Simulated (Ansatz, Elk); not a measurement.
# CdP3: X-ray structure factors from the self-consistent density

The structure of CdP3 used here is made up (a known structure type with other elements) and was relaxed beforehand with PBE. The aim is the Fourier transform of its all-electron density, F(hkl), set beside the sum over free spherical atoms that refinements use.

Program: Elk 11.2.3 (patched build). Level of theory: DFT, PBE, all-electron APW+lo, Dirac cores, scalar-relativistic bands, static density, no spin. Results are calculated unless marked as measured.

The structure was built from a prototype and need not be the compound's stable phase.

### Step 1. The starting structure

Symmetry: C2/m, No. 12, monoclinic system. The conventional cell has a = 10.518 Å, b = 7.667 Å, c = 4.844 Å, α = 90.00°, β = 90.50°, γ = 90.00°. Nearest to Cd lie 5 P at 2.62 to 2.84 Å. Nearest to P lie 2 P at 2.19 to 2.21 Å and 2 Cd at 2.68 to 2.84 Å. P has 3 P at 2.21 to 2.25 Å and 1 Cd at 2.62 Å nearest. Farther neighbours are not listed.

### Step 2. Ground state and structure factors

An all-electron density is needed, since X-rays see the cores too. Task 0 finds the density and task 195 Fourier-transforms it; tshift is off so that phases refer to the origin typed.

Contents of elk.in:

```
tasks
  0
  195

xctype
  20

spinpol
  .false.

rgkmax
  7.0

gmaxvr
  14.0

lmaxo
  7

lmaxapw
  8

swidth
  0.002

tshift
  .false.

ramdisk
  .false.

hmaxvr
  5.5

maxscl
  120

epspot
  1e-06

sppath
  './'

avec
  13.44387287725 -7.24400029635 -1.84167631626
  13.44387287725 7.24400029635 -1.84167631626
  -5.26580130076 0.00000000000 7.48757020697

atoms
  2
  'Cd.in'
  2
  0.2419258138 0.2419258138 0.1897231186   0.000000 0.000000 0.000000
  0.7580741862 0.7580741862 0.8102768814   0.000000 0.000000 0.000000
  'P.in'
  6
  0.6279397501 0.1830728510 0.2145448077   0.000000 0.000000 0.000000
  0.8169271490 0.3720602499 0.7854551923   0.000000 0.000000 0.000000
  0.3720602499 0.8169271490 0.7854551923   0.000000 0.000000 0.000000
  0.1830728510 0.6279397501 0.2145448077   0.000000 0.000000 0.000000
  0.4074554325 0.4074554325 -0.0711664154   0.000000 0.000000 0.000000
  0.5925445675 0.5925445675 1.0711664154   0.000000 0.000000 0.000000

ngridk
  4 4 6
```

Launch:

```bash
OMP_NUM_THREADS=4 elk
```

Numbers of over 12 decimals in the logs are rounded to 6 here.

What it wrote:

```text
┌─────────────────────────┐
│ Elk code version 11.2.3 │
└─────────────────────────┘

All units are atomic (Hartree, Bohr, etc.)

┌─────────────────────────────────────────────────┐
│ Ground-state run starting from atomic densities │
└─────────────────────────────────────────────────┘

Lattice vectors :
   13.44387288      -7.244000296      -1.841676316
   13.44387288       7.244000296      -1.841676316
  -5.265801301       0.000000000       7.487570207

Reciprocal lattice vectors :
  0.2585955443     -0.4336820162      0.1818631032
  0.2585955443      0.4336820162      0.1818631032
  0.1272106374      0.2175647048E-17  0.9286124944

Unit cell volume      :    1317.887072
Brillouin zone volume :   0.1882181096

Muffin-tin inner radius fraction :   0.1000000000E-01

Nuclei treated as point charges

Species : 1 (Cd)
 parameters loaded from : Cd.in
 name : cadmium
 nuclear charge    :   -48.00000000
 electronic charge :    48.00000000
 atomic mass :    204912.7176
 muffin-tin radius :    2.600000000
 number of radial points in muffin-tin :   1193
 inner part over the whole radius :   0.9972693929E-02
 number on inner part of muffin-tin    :    850
 approximate nuclear radius :   0.8708852602E-04
 number of mesh points to nuclear radius :    426
 atomic positions (lattice), magnetic fields (Cartesian) :
  1 :   0.24192581  0.24192581  0.18972312    0.00000000  0.00000000  0.00000000
  2 :  -0.24192581 -0.24192581 -0.18972312    0.00000000  0.00000000  0.00000000

Species : 2 (P)
 parameters loaded from : P.in
 name : phosphorus
 nuclear charge    :   -15.00000000
 electronic charge :    15.00000000
 atomic mass :    56461.71230
 muffin-tin radius :    2.043379614
 number of radial points in muffin-tin :    793
 inner part over the whole radius :   0.9828078785E-02
 number on inner part of muffin-tin    :    552
 approximate nuclear radius :   0.6081821256E-04
 number of mesh points to nuclear radius :    250
 atomic positions (lattice), magnetic fields (Cartesian) :
  1 :  -0.37206025  0.18307285  0.21454481    0.00000000  0.00000000  0.00000000
  2 :  -0.18307285  0.37206025 -0.21454481    0.00000000  0.00000000  0.00000000
  3 :   0.37206025 -0.18307285 -0.21454481    0.00000000  0.00000000  0.00000000
  4 :   0.18307285 -0.37206025  0.21454481    0.00000000  0.00000000  0.00000000
  5 :   0.40745543  0.40745543 -0.07116642    0.00000000  0.00000000  0.00000000
  6 :  -0.40745543 -0.40745543  0.07116642    0.00000000  0.00000000  0.00000000

Total number of atoms per unit cell :    8
Total muffin-tin volume :    361.6750853
 ratio of muffin-tin to unit cell volume :   0.2744355665

Spin treatment :
 spin-unpolarised

Number of Bravais lattice symmetries :    4
Number of crystal symmetries         :    4
Crystal has inversion symmetry
Real symmetric eigensolver will be used

k-point grid :      4     4     6
k-point offset :    0.000000000       0.000000000       0.000000000
k-point set is reduced with full crystal symmetry group
Total number of k-points :       34

Muffin-tin radius times maximum |G+k| :    7.000000000
 using average radius
Maximum |G+k| for APW functions       :    3.207280034
Maximum (1/2)|G+k|²                   :    5.143322609
Maximum |G| for potential and density :    14.00000000
Constant for pseudocharge density :    9
 order of it for each species :   16  16
 order of it for pair densities of each species (exact exchange by exxq0 0: 17) :   14   8
Radial integration step length :    1

G-vector grid sizes :     70    70    42
Number of G-vectors :    61043

Maximum angular momentum used for
 APW functions            :    8
 outer part of muffin-tin :    7
 inner part of muffin-tin :    2

Total nuclear charge    :   -186.0000000
Total core charge       :    120.0000000
Total valence charge    :    66.00000000
Total excess charge     :    0.000000000
Total electronic charge :    186.0000000

Effective Wigner radius, rₛ :    1.191494974

Number of empty states         :     32
[...]
xc potential                :     -585.70958907640
 exchange                    :     -439.95084681290
 correlation                 :     -8.681464
 electron entropic           :    -0.28662803478123E-04
 total energy                :     -13247.328100461

Density of states at Fermi energy :    1.274279454
 (states/Hartree/unit cell)

Estimated indirect band gap :   0.1571662870E-01
 from k-point 1 to k-point 8
Estimated direct band gap   :   0.1843017909E-01
 at k-point 1

Charges :
 core                        :    120.0000000
 valence                     :    66.00000000
 interstitial                :    15.25560148
 muffin-tins (core leakage)
  species : 1 (Cd)
[...]
species : 2 (P)
[...]
total in muffin-tins        :    170.7443985
 total calculated charge     :    185.9943663
 total charge                :    186.0000000
 error                       :   0.5633689309E-02

RMS change in Kohn-Sham potential (target) :   0.4181255417     (  0.1000000000E-05)
Absolute change in total energy (target)   :   0.8849429249     (  0.1000000000E-03)

[... loops 3 to 13 left out ...]

┌──────────────────┐
│ Loop number : 14 │
└──────────────────┘

Energies :
 Fermi                       :     0.167627
 sum of occupied eigenvalues :     -7865.9970485659
 electron kinetic            :      13793.992667765
 core electron kinetic       :      13370.362699961
 Coulomb                     :     -26589.906979305
 Coulomb potential           :     -21076.322126610
 nuclear-nuclear             :     -1253.8186448485
 electron-nuclear            :     -29617.516543414
 Hartree                     :      4281.4282089578
 Madelung                    :     -16051.745916000
 xc potential                :     -583.66758972123
 exchange                    :     -440.01254627494
 correlation                 :     -8.687714
 electron entropic           :    -0.24006207771864E-03
 total energy                :     -13244.614812097

Density of states at Fermi energy :    18.01263460
 (states/Hartree/unit cell)

Estimated indirect band gap :   0.3513105982E-02
 from k-point 27 to k-point 8
Estimated direct band gap   :   0.6867834044E-02
 at k-point 8

Charges :
 core                        :    120.0000000
 valence                     :    66.00000000
 interstitial                :    15.37727716
 muffin-tins (core leakage)
  species : 1 (Cd)
[...]
species : 2 (P)
[...]
total in muffin-tins        :    170.6227228
 total calculated charge     :    185.9944178
 total charge                :    186.0000000
 error                       :   0.5582198283E-02

RMS change in Kohn-Sham potential (target) :   0.7375755774E-06 (  0.1000000000E-05)
Absolute change in total energy (target)   :   0.8847416575E-04 (  0.1000000000E-03)

Convergence targets achieved

┌──────────────────┐
│ Loop number : 15 │
└──────────────────┘

Energies :
 Fermi                       :     0.167627
 sum of occupied eigenvalues :     -7865.9969559617
 electron kinetic            :      13793.992788542
 core electron kinetic       :      13370.362788430
 Coulomb                     :     -26589.907001373
 Coulomb potential           :     -21076.322139178
 nuclear-nuclear             :     -1253.8186448485
 electron-nuclear            :     -29617.516569942
 Hartree                     :      4281.4282134175
 Madelung                    :     -16051.745931784
 xc potential                :     -583.66760532561
 exchange                    :     -440.01254652886
 correlation                 :     -8.687714
 electron entropic           :    -0.24006721694576E-03
 total energy                :     -13244.614713656

Density of states at Fermi energy :    18.01311879
 (states/Hartree/unit cell)

Estimated indirect band gap :   0.3512878693E-02
 from k-point 27 to k-point 8
Estimated direct band gap   :   0.6867581286E-02
 at k-point 8

Charges :
 core                        :    120.0000000
 valence                     :    66.00000000
 interstitial                :    15.37727533
 muffin-tins (core leakage)
  species : 1 (Cd)
[...]
species : 2 (P)
[...]
atom 4                    :    12.89011777     (  0.7783590085E-03)
   atom 5                    :    12.91736300     (  0.7774848511E-03)
   atom 6                    :    12.91736300     (  0.7774848511E-03)
 total in muffin-tins        :    170.6227247
 total calculated charge     :    185.9944178
 total charge                :    186.0000000
 error                       :   0.5582201529E-02

┌──────────────────────────────┐
│ Self-consistent loop stopped │
└──────────────────────────────┘

Warning : core states of species 1 leak from the muffin-tin :   0.2422408549E-03

Warning : core states of species 2 leak from the muffin-tin :   0.7783590085E-03

Wrote STATE.OUT
```

Run time: 64 s. Hardware: 4 threads of INTEL XEON PLATINUM 8581C at 2.10GHz (Emerald Rapids), shared host; peak memory 0.35 GiB.

SFACRHO.OUT:

```text

h k l indices transformed by vhmat matrix:
   1.000000000       0.000000000       0.000000000    
   0.000000000       1.000000000       0.000000000    
   0.000000000       0.000000000       1.000000000    

      h      k      l  multipl.   |H|            Re(F)            Im(F)           |F|

      0      0      0      1   0.0000000       186.00000     -0.85720022E-16   186.00000    
     -1      0      0      4  0.53668048      -26.272604      0.80015938E-14   26.272604    
     -1     -1      0      2  0.63228425      -58.895691      0.45723393E-14   58.895691    
     -1     -1      1      2  0.68642645      -47.993859     -0.19432442E-13   47.993859    
      1     -1      0      2  0.86736403       64.148654      0.25115846E-15   64.148654    
     -2     -1      1      4  0.86915918      -82.031809      0.57154241E-14   82.031809    
      1      0     -1      4  0.87348540       60.281433     -0.44294537E-14   60.281433    
      2      2     -1      2  0.92920696      -32.758563      0.29720205E-13   32.758563    
      0      0     -1      2  0.93728529       63.866957     -0.68585089E-14   63.866957    
      1      2      0      4   1.0428771      -6.6626752     -0.80015938E-14   6.6626752    
      0     -2      0      4   1.0733610      -88.900290     -0.80015938E-14   88.900290    
      0     -2      1      4   1.1061201       29.694284      0.91446786E-14   29.694284    
      2      3     -1      4   1.2439716       98.019903      0.22861696E-14   98.019903    
      0      1      1      4   1.2530294      -88.192979      0.20575527E-13   88.192979    
      2      2      0      2   1.2645685       31.712972      0.11430848E-13   31.712972    
      3      1     -1      4   1.2711200       40.604725     -0.36578714E-13   40.604725    
     -1      1     -1      4   1.2770372       39.182704      0.91446786E-14   39.182704    
     -1      2      0      4   1.3389050       3.6586736      0.40007969E-14   3.6586736
```

Elk indexes on the primitive cell of elk.in and gives |H| = 4π sin θ/λ in inverse bohr. Below, one row stands for each form hkl of the conventional cell (m members, Friedel mates merged), F is for one primitive cell and the density is static (no thermal factor). Free-atom factors are Waasmaier and Kirfel's, and R is Σm||F|−|F'||/Σm|F|.

```csv
hkl,m,sin θ/λ (Å⁻¹),"abs F, DFT",neutral atoms,diff.
110,4,0.081,26.273,26.086,+0.187
200,2,0.095,58.896,59.237,-0.342
001,2,0.103,47.994,47.618,+0.376
020,2,0.130,64.149,64.641,-0.493
1 1 -1,4,0.131,82.032,82.107,-0.075
111,4,0.131,60.281,60.365,-0.083
2 0 -1,2,0.140,32.759,32.232,+0.526
201,2,0.141,63.867,63.357,+0.510
310,4,0.157,6.663,6.992,-0.330
220,4,0.161,88.900,89.001,-0.101
021,4,0.166,29.694,28.981,+0.713
3 1 -1,4,0.187,98.020,98.133,-0.113
311,4,0.188,88.193,88.314,-0.121
400,2,0.190,31.713,32.523,-0.810
2 2 -1,4,0.191,40.605,40.543,+0.062
221,4,0.192,39.183,39.361,-0.178
130,4,0.201,3.659,3.683,-0.024
002,2,0.206,48.063,48.422,-0.359
```

### Step 3. The highest occupied states alone

An energy window below the Fermi level keeps the highest occupied states, to see at which angles they scatter; shallow core shells can lie inside it and anion s states outside. No new self-consistency is needed.

Changes to elk.in since step 2:

```diff
@@ -1,3 +1,2 @@
 tasks
-  0
   195
@@ -40,2 +39,5 @@
 
+wsfac
+  -0.199870 0.467630
+
 sppath
```

Launch:

```bash
OMP_NUM_THREADS=4 elk
```

What it wrote:

```text
┌─────────────────────────────────┐
│ Elk code version 11.2.3 started │
└─────────────────────────────────┘

Info(readinput): the functional depends on the density's gradient
 muffin-tin radial points multiplied by    2.00000
 (not where nrmtscf is given)

┌────────────────────┐
│ Current task : 195 │
└────────────────────┘
Info(checkmt): changed muffin-tin radius of species 2 (P) from   2.2000 to   2.0434

Info(sfacrho): density structure factors written to SFACRHO.OUT

 Energy window :  -0.1998700000      0.4676300000

┌──────────────────┐
│ Elk code stopped │
└──────────────────┘
```

Wall time 16 s (4 threads); peak memory 0.26 GiB; 20 s of CPU time.

States within 10 eV below the Fermi level hold 46.46 electrons; any levels below the window count with the cores, and a count that is not whole means the window cuts a band. Their amplitudes can exceed the total, where window and core parts have opposite phase:

```csv
hkl,sin θ/λ (Å⁻¹),"abs F, window","abs F, all"
110,0.081,4.932,26.273
200,0.095,13.758,58.896
001,0.103,9.933,47.994
020,0.130,12.170,64.149
1 1 -1,0.131,15.947,82.032
111,0.131,12.525,60.281
2 0 -1,0.140,4.007,32.759
201,0.141,10.894,63.867
310,0.157,0.958,6.663
220,0.161,14.677,88.900
```

### Step 4. Another functional

The difference from free atoms is small, so it is set against the change that PBEsol makes.

Changes to elk.in since step 3:

```diff
@@ -1,2 +1,3 @@
 tasks
+  0
   195
@@ -4,3 +5,3 @@
 xctype
-  20
+  22
 
@@ -39,5 +40,2 @@
 
-wsfac
-  -0.199870 0.467630
-
 sppath
```

Launch:

```bash
OMP_NUM_THREADS=4 elk
```

What it wrote:

```text
┌─────────────────────────┐
│ Elk code version 11.2.3 │
└─────────────────────────┘

All units are atomic (Hartree, Bohr, etc.)

┌─────────────────────────────────────────────────┐
│ Ground-state run starting from atomic densities │
└─────────────────────────────────────────────────┘

Lattice vectors :
   13.44387288      -7.244000296      -1.841676316
   13.44387288       7.244000296      -1.841676316
  -5.265801301       0.000000000       7.487570207

Reciprocal lattice vectors :
  0.2585955443     -0.4336820162      0.1818631032
[...]
species : 2 (P)
[...]
atom 5                    :    12.90682086     (  0.7844596665E-03)
   atom 6                    :    12.90682086     (  0.7844596665E-03)
 total in muffin-tins        :    170.5602075
 total calculated charge     :    185.9943833
 total charge                :    186.0000000
 error                       :   0.5616681731E-02

┌──────────────────────────────┐
│ Self-consistent loop stopped │
└──────────────────────────────┘

Warning : core states of species 1 leak from the muffin-tin :   0.2447215236E-03

Warning : core states of species 2 leak from the muffin-tin :   0.7845720286E-03

Wrote STATE.OUT
[key lines of the parts left out:]
total energy                :     -13235.979215196
```

Elapsed: 67 s, on 4 threads; peak memory 0.35 GiB; 3.3 min of CPU time.

Against the first run R = 0.03 %; the largest change is -0.069 at 021.

### Step 5. Basis size

The basis and the expansions that go with it are enlarged, to see whether the differences are converged.

Changes to elk.in since step 4:

```diff
@@ -5,3 +5,3 @@
 xctype
-  22
+  20
 
@@ -11,12 +11,12 @@
 rgkmax
-  7.0
+  8.5
 
 gmaxvr
-  14.0
+  18.0
 
 lmaxo
-  7
+  9
 
 lmaxapw
-  8
+  10
```

Launch:

```bash
OMP_NUM_THREADS=4 elk
```

What it wrote:

```text
┌─────────────────────────┐
│ Elk code version 11.2.3 │
└─────────────────────────┘

All units are atomic (Hartree, Bohr, etc.)

┌─────────────────────────────────────────────────┐
│ Ground-state run starting from atomic densities │
└─────────────────────────────────────────────────┘

Lattice vectors :
   13.44387288      -7.244000296      -1.841676316
   13.44387288       7.244000296      -1.841676316
  -5.265801301       0.000000000       7.487570207

Reciprocal lattice vectors :
  0.2585955443     -0.4336820162      0.1818631032
[...]
species : 2 (P)
[...]
atom 5                    :    12.91905677     (  0.7777348485E-03)
   atom 6                    :    12.91905677     (  0.7777348485E-03)
 total in muffin-tins        :    170.6377956
 total calculated charge     :    185.9949668
 total charge                :    186.0000000
 error                       :   0.5033197253E-02

┌──────────────────────────────┐
│ Self-consistent loop stopped │
└──────────────────────────────┘

Warning : core states of species 1 leak from the muffin-tin :   0.2422545873E-03

Warning : core states of species 2 leak from the muffin-tin :   0.7786191923E-03

Wrote STATE.OUT
[key lines of the parts left out:]
total energy                :     -13244.620640711
```

Run time: 4.3 min. Hardware: 4 threads; peak memory 0.85 GiB.

Against the first run R = 0.00 %; the largest change is -0.006 at 043.

### Step 6. Settings against the effect

```csv
run,R against the first run (%),"R against neutral atoms, low angle (%)",wall time
"PBE, rgkmax 7",0.00,0.46,64 s
PBEsol,0.03,0.46,67 s
rgkmax 8.5 with larger expansions,0.00,0.46,4.3 min
```

### Step 7. Summary of results

| Quantity | Value |
| --- | --- |
| R against neutral atoms, sin θ/λ < 0.3 Å⁻¹ | 0.46 % |
| R against neutral atoms, 0.3 to 0.44 Å⁻¹ | 0.46 % |

Independent neutral atoms miss the calculated amplitudes by R = 0.46 % below 0.3 Å⁻¹ and 0.46 % from there to 0.44 Å⁻¹; by shells, 0.49 % below 0.15 Å⁻¹ (8 forms), 0.45 % 0.15 to 0.3 (42 forms), 0.46 % 0.3 to 0.45 (99 forms). Bonding, aspherical density and the tables' own atoms all enter these figures, and the runs don't part them. The largest change of an amplitude is -0.81 electrons, at 400. Weak lines can change much in proportion: 401 goes from 3.49 to 4.07. Below 0.3 Å⁻¹ the changes that finished (PBEsol and rgkmax 8.5 with larger expansions) move F by R = 0.04 % at most, against the 0.46 % that separates it from free atoms. The k-mesh has no finished test. Part of the difference isn't bonding: the tables are fits to free atoms and ions calculated by other methods than this functional. Thermal motion, anomalous dispersion and extinction are left out.

[Logs are printed without paths, hosts, clocks, repeated set-up lines and the standing remarks that a program may print on its own settings, such as how far it seeks lower states.]

[Hosts, paths, dates, database ids (printed as entryN), source tags and the programs' standing remarks are cut or masked in the printed files.]
